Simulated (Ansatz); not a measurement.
# H-GaAs-H chair monolayer in a perpendicular field, part 2 of 3

Wanted: the out-of-plane response of the H-GaAs-H chair monolayer. A positive field points along +c.

Ansatz 0.2.0; plane-wave DFT, PBE-D3(BJ), Ansatz PAW.

So far. Step 2 (Relaxing the slab): The lattice constant a goes from 3.977 to 4.044 Å.

### 3. Single point, field 0

A sawtooth potential applies the field, turning back in the middle of the vacuum. With the dipole correction the typed value is the field outside the slab. The induced dipole is small, so the SCF threshold is tight.

The cell differs from the one that the last finished run ended in (c 38.633 → 21.873 Å).

Input file input.yaml:

```yaml
crystal:
  lattice:
    - [4.0440694543, 0.0, 0.0]
    - [-2.0220347272, 3.5022668821, 0.0]
    - [0.0, 0.0, 21.8733201739]
  atoms:
    - { symbol: H, position: [0.6666666667, 0.3333333333, 0.4114601683] }
    - { symbol: As, position: [0.6666666667, 0.3333333333, 0.4809001581] }
    - { symbol: Ga, position: [0.3333333333, 0.6666666667, 0.5172215288] }
    - { symbol: H, position: [0.3333333333, 0.6666666667, 0.5885398317] }
kpoints:
  mp_grid: { grid: [12, 12, 1] }
  band_path:
    path: [[0, 0, 0], [0.5, 0, 0], [0.33333333, 0.33333333, 0], [0, 0, 0]]
    npoints: 16
hamiltonian:
  xc: pbe
  dispersion: d3bj
scf:
  occupations: { method: fermi_dirac, width: 0.02585 }
  convergence: { dr2_threshold: 1.0e-10 }
efield:
  axis: 3
  dipole_correction: true
  ramp_position: 0.97
  ramp_width: 0.06
  amplitude: 0
output:
  dos: { projected: true, e_range: [-6, 5] }
  write_potential: true
  write_density: true
  volumetric_format: npy
  elf: true
```

The run is started by

```sh
ansatz run input.yaml --threads 2 --pin off --max-ram 3072MiB --backend cpu --events-out ev --progress --plain --runs-dir out
```

The log of the run:

```text
[...]
Crystal: 4 atoms, lattice volume = 309.801 Å³
Basis set: ecut = 420 eV, 6049 PW (Γ)
Bands: 19, of which v1, the nominal top of the filled ones, is band 15 counted from 1 (14 counted from 0)
Symmetry: 6 space group operations
[...]
k-points: 19 of 144 (time reversal used)
[...]
SCF iter   1: F=—  HF=-8671.320756 eV  |F-HF|=—  |Δ(HF+E_count)|=         —  Δρ=1.23e-3  dr2=1.05e-2  ethr=1.77e-3  p=-0.099 e·Å  D=-5.81e-2 V/Å  ΔV_dip=1.27 eV  dr2_dipole=3.90e-4  V_vac-E_F(+/−)=5.18/3.91 eV  ⟨swp⟩=6.6  Hψ=2008  notcnv=0
efield: sawtooth ramp at fractional position 0.9700 (set: `efield.ramp_position`, or a place that a band, a saddle search or an elastic batch's reference lends), width 0.0600; the density the first Hamiltonian is built on has a dipole p = -0.099 e·Å; the dipole correction subtracts the counter field D = -5.81e-2 V/Å, which shifts the + side's vacuum level by +1.27 eV against the − side's; the planar-averaged density in the ramp window peaks in size at 9.3e-6 e/Å³
[...]
SCF iter   2: F=—  HF=-8671.320061 eV  |F-HF|=—  |Δ(HF+E_count)|=   6.95e-4  Δρ=5.66e-4  dr2=2.46e-3  ethr=3.50e-5  p=-0.087 e·Å  D=-5.07e-2 V/Å  ΔV_dip=1.11 eV  dr2_dipole=4.46e-4  V_vac-E_F(+/−)=5.03/3.92 eV  ⟨swp⟩=3.1  Hψ=859  notcnv=0
[...]
SCF iter   9: F=-8671.320774 eV  HF=-8671.320774 eV  |F-HF|=7.28e-12  |Δ(HF+E_count)|=   7.89e-9  Δρ=1.80e-7  dr2=5.26e-11  ethr=1.00e-12  p=-0.099 e·Å  D=-5.76e-2 V/Å  ΔV_dip=1.26 eV  dr2_dipole=3.45e-13  V_vac-E_F(+/−)=5.01/3.75 eV  ⟨swp⟩=4.7  Hψ=1218  notcnv=0
SCF 1 converged in 9 iterations: F = -8671.320774 eV  dr2 = 5.26e-11
[...]
NSCF: frozen V_eff on 49 k-points
efield: sawtooth ramp at fractional position 0.9700 (kept from the solve that this one continues, or follows in the run), width 0.0600; the density the first Hamiltonian is built on has a dipole p = -0.099 e·Å; the dipole correction subtracts the counter field D = -5.76e-2 V/Å, which shifts the + side's vacuum level by +1.26 eV against the − side's; the planar-averaged density in the ramp window peaks in size at 4.0e-6 e/Å³
[...]
SCF converged after 9 iterations
Free energy (F): -8671.320774 eV
[...]
Internal energy: -8671.320774 eV  (E = F + TS)
E sigma→0 (E₀):  -8671.320774 eV
Fermi energy:    -2.381648 eV
Dipole field:    D = -0.057595 V/Å  (p = -0.098606 e·Å, saw-weighted, corrected)
Work function:   Φ+ = 5.0110 eV   Φ− = 3.7511 eV
Levels:          The Fermi level and band energies are counted from a zero that moves with the ramp; work functions are not
[...]
--- Band table (eV; the first three rows and the last of 19) ---
  k-point 0: bands = [... 11 lower, -9.0223, -5.4334, -3.2763, -3.2763, -1.5056, 0.4472, 1.6215, 1.7843]
  k-point 1: bands = [... 11 lower, -9.0046, -5.4712, -3.8973, -3.3983, -0.8915, 0.4804, 1.5887, 1.7048]
  k-point 2: bands = [... 11 lower, -8.9672, -5.6995, -4.7222, -3.6929, -0.2618, 0.6081, 1.6753, 1.9152]
  k-point 18: bands = [... 11 lower, -9.3530, -7.0567, -6.1826, -5.0915, 1.1675, 1.4723, 2.0230, 3.4401]
```

It took 11 s on 2 threads of Arm Neoverse V1, shared host; peak memory 0.53 GiB.

Read from the output:

```yaml
gap_on_the_k_mesh: 1.771 eV
dipole_along_the_normal: -0.09861 e·Å
gap_along_the_path: 1.771 eV
smallest_direct_gap_along_the_path: 1.771 eV
step_between_the_vacuum_levels: 1.260 eV
ionisation_energy_upper_face: 5.906 eV
electron_affinity_upper_face: 4.135 eV
ionisation_energy_lower_face: 4.646 eV
gap_the_smaller_of_path_and_mesh: 1.771 eV
```

Running mean over a fixed 2.8 Å (it still follows the layers) of the planar mean; the ramp of the sawtooth is left out. The electron's electrostatic potential energy less the Fermi level by z:

```
z (Å)  electron's electrostatic potential energy less the Fermi level (eV)
  3.0                                                                 3.75
  3.5                                                                 3.75
  4.0                                                                 3.75
  4.5                                                                 3.75
  5.0                                                                 3.75
  5.5                                                                 3.75
  6.0                                                                 3.75
  6.5                                                                 3.74
  7.0                                                                 3.71
  7.5                                                                 3.53
  8.0                                                                 3.18
  8.5                                                                 2.63
  9.0                                                                 1.62
  9.5                                                                0.219
 10.0                                                                -1.54
 10.5                                                                -2.53
 11.0                                                                -2.70
 11.5                                                                -2.08
 12.0                                                               -0.992
 12.5                                                                0.883
 13.0                                                                 2.75
 13.5                                                                 3.93
 14.0                                                                 4.43
 14.5                                                                 4.83
 15.0                                                                 4.97
 15.5                                                                 5.00
 16.0                                                                 5.01
 16.5                                                                 5.01
 17.0                                                                 5.01
 17.5                                                                 5.01
 18.0                                                                 5.01
 18.5                                                                 5.01
```

The density of states has structure finer than the step of the table below, so its rows give means over 0.25 eV. Peaks (eV: height): -4.680: 11.0, -3.080: 2.92, -2.880: 5.25, -2.690: 5.84.

The density of states by energy, zero at the Fermi level of the run, which the smearing sets inside the gap; means over each step:

```
energy (eV)  density of states (states/eV a cell)
      -5.00                                     0
      -4.75                                  3.71
      -4.50                                  1.47
      -4.25                                 0.791
      -4.00                                 0.539
      -3.75                                 0.778
      -3.50                                  1.08
      -3.25                                  1.48
      -3.00                                  2.31
      -2.75                                  3.79
      -2.50                                  2.44
      -2.25                                  2.08
      -2.00                                  1.22
      -1.75                                 0.876
      -1.50                                 0.705
      -1.25                                 0.564
      -1.00                                 0.364
      -0.75                                3.1e-4
      -0.50                                     0
      -0.25                                     0
       0.00                                     0
       0.25                                     0
       0.50                                     0
       0.75                                9.2e-5
       1.00                                0.0275
       1.25                                0.0826
       1.50                                 0.132
       1.75                                 0.391
       2.00                                  1.34
       2.25                                  1.65
       2.50                                  1.04
```

Projected DOS per atom over height of the atomic layer and energy from the Fermi level. Layers: H As Ga H from below.

Ten even steps from '_' (0.00 states/eV) to '@' (1.48 states/eV), each cell a mean:
```
__::::__
__--++__
__..--__
________
________
________
________
________
________
__..____
__--..__
__==..__
__##--__
__**##++
__++++==
__==::..
__::..__
__::____
++@@::__
__..____
________
________
```
Columns: height of the atomic layer (Å) from 9 to 12.9 (not evenly spaced); rows upwards: energy from the Fermi level (eV) from -5.96 to 2.86.

The electronic bands at the labelled points (eV, zero at the Fermi level of the run, which the smearing sets inside the gap):

```
  point  band 12  band 13  band 14  band 15  band 16  band 17  band 18  band 19
      Γ    -6.64    -3.05    -0.89    -0.89     0.88     2.83     4.00     4.17
halfway    -6.58    -3.92    -2.68    -1.65     2.06     3.25     4.33     4.69
      M    -7.01    -4.82    -2.87    -2.20     1.77     3.19     4.12     5.93
halfway    -6.98    -4.75    -3.25    -2.65     3.08     3.50     4.17     5.08
      K    -6.97    -4.67    -3.80    -2.71     3.55     3.85     4.40     5.82
halfway    -6.60    -4.12    -2.75    -2.18     3.07     3.30     4.17     4.57
      Γ    -6.64    -3.05    -0.89    -0.89     0.88     2.83     4.00     4.17
```

The electronic bands as a text plot (rows in eV, shown from -7.0 to 4.1 only):

```
    3.8 |+++++++                    +++++++++++++++   +++++++++++
    3.4 |        +++++++++++++++++++++++++++++++++++++
    2.9 |++++++++                 ++               ++++++++++++++
    2.5 |                        +                       +
    2.0 |    ++++++++++++++++++++                         +++
    1.5 |   +                                                ++
    1.1 |+++                                                   ++
    0.6 |
    0.1 |
   -0.3 |
   -0.8 |***                                                 ****
   -1.2 | *******                                         ******
   -1.7 |   *    *****                                 ***  *
   -2.2 |    ***      **********                   ****   **
   -2.6 |       **********      **************************
   -3.1 |*******          **********            ***       *******
   -3.5 |       ***                 ****  ******       ***
   -4.0 |          **                   **          ***
   -4.5 |            ****             **************
   -4.9 |                *************
   -5.4 |
   -5.9 |
   -6.3 |
   -6.8 |********************************************************
         Γ                   M           K                      Γ
```

Valence density in the ca plane at fractional y = 0.333, with atoms of H and As within 0.2 Å of it. It is the smooth field of the valence electrons, not physical close to the nuclei.

Ten steps, logarithmic in the rise over the least value, from '0' (0 e/Å³) to '9' (27 e/Å³), each cell a mean:
```
00000000000000000000001122110000000000000000
00000000000000000000112343210000000000000000
00000000000000000001323687410000000000000000
00000000000000000002334798410000000000000000
00000000000000000001223686310000000000000000
00000000000000000000111243210000000000000000
00000000000000000000000111110000000000000000
00000000000000000000000011100000000000000000
00000000000000000000000001100000000000000000
00000000000000000000000001100000000000000000
00000000000000000000000011100000000000000000
```
Columns run along c (16.0 Å, from fractional 0.08 to 0.81 of the cell), rows up along a (4.0 Å). Atoms in or near the plane, at fractional coordinates: H at (0.41, 0.67), As at (0.48, 0.67).

Electrostatic potential energy in the ca plane at fractional y = 0.333, with atoms of H and As within 0.2 Å of it. With pseudopotentials it is smooth inside the atoms' cores, unlike the true potential.

Ten even steps from '0' (-15 eV) to '9' (2 eV), each cell a mean:
```
99999999999999999999887434678999999999999999
99999999999999999988763000168999999999999999
99999999999999999984020396037899999999999999
99999999999999999971000699027899999999999999
99999999999999999985230274047999999999999999
99999999999999999998774000268999999999999999
99999999999999999999987545678999999999999999
99999999999999999999998877677899999999999999
99999999999999999999999886667899999999999999
99999999999999999999999886667899999999999999
99999999999999999999998877677899999999999999
```
Columns run along c (16.0 Å, from fractional 0.08 to 0.81 of the cell; values clipped at the 3rd and 97th percentile), rows up along a (4.0 Å). Atoms in or near the plane, at fractional coordinates: H at (0.41, 0.67), As at (0.48, 0.67).

ELF in the ca plane at fractional y = 0.333, with atoms of H and As within 0.2 Å of it. It is the smooth field of the valence electrons, not physical close to the nuclei.

Ten even steps from '0' (0.00) to '9' (1.00), each cell a mean:
```
00000000000002466544677641011100000000000000
00000000000036899975556652000000000000000000
00000000000258999985324652000000000000000000
00000000000269999995123552000000000000000000
00000000000158999985334652000000000000000000
00000000000025899865567651000000000000000000
00000000000001344434677631112210000000000000
00000000000000000012455322246642000000000000
00000000000000000001232222468874100000000000
00000000000000000001233222468874100000000000
00000000000000001113565421235531000000000000
```
Columns run along c (16.0 Å, from fractional 0.13 to 0.86 of the cell), rows up along a (4.0 Å). Atoms in or near the plane, at fractional coordinates: H at (0.41, 0.67), As at (0.48, 0.67).

The gap is 1.77 eV, with the valence edge 5.91 eV and the conduction edge 4.13 eV under the upper vacuum level.

(Continued in part 3 of 3.)

[Long decimals in the printed logs are rounded to 6 places.]

[Logs are printed without paths, hosts, clocks, repeated set-up lines and the standing remarks that a program may print on its own settings, such as how far it seeks lower states.]

[Hosts, paths, dates, database ids (printed as entryN), source tags and the programs' standing remarks are cut or masked in the printed files.]

[Maps of the electrostatic potential energy from Ansatz leave out the sawtooth potential of an applied field or a dipole correction, so their vacuum need not be flat; planar profiles and work functions include it.]

[The density of states shown here was stored with 400 of the rows of the run's finer table, so its peaks can read low, often by over a quarter, or be missed, and its means over a window can be off by a tenth or more.]
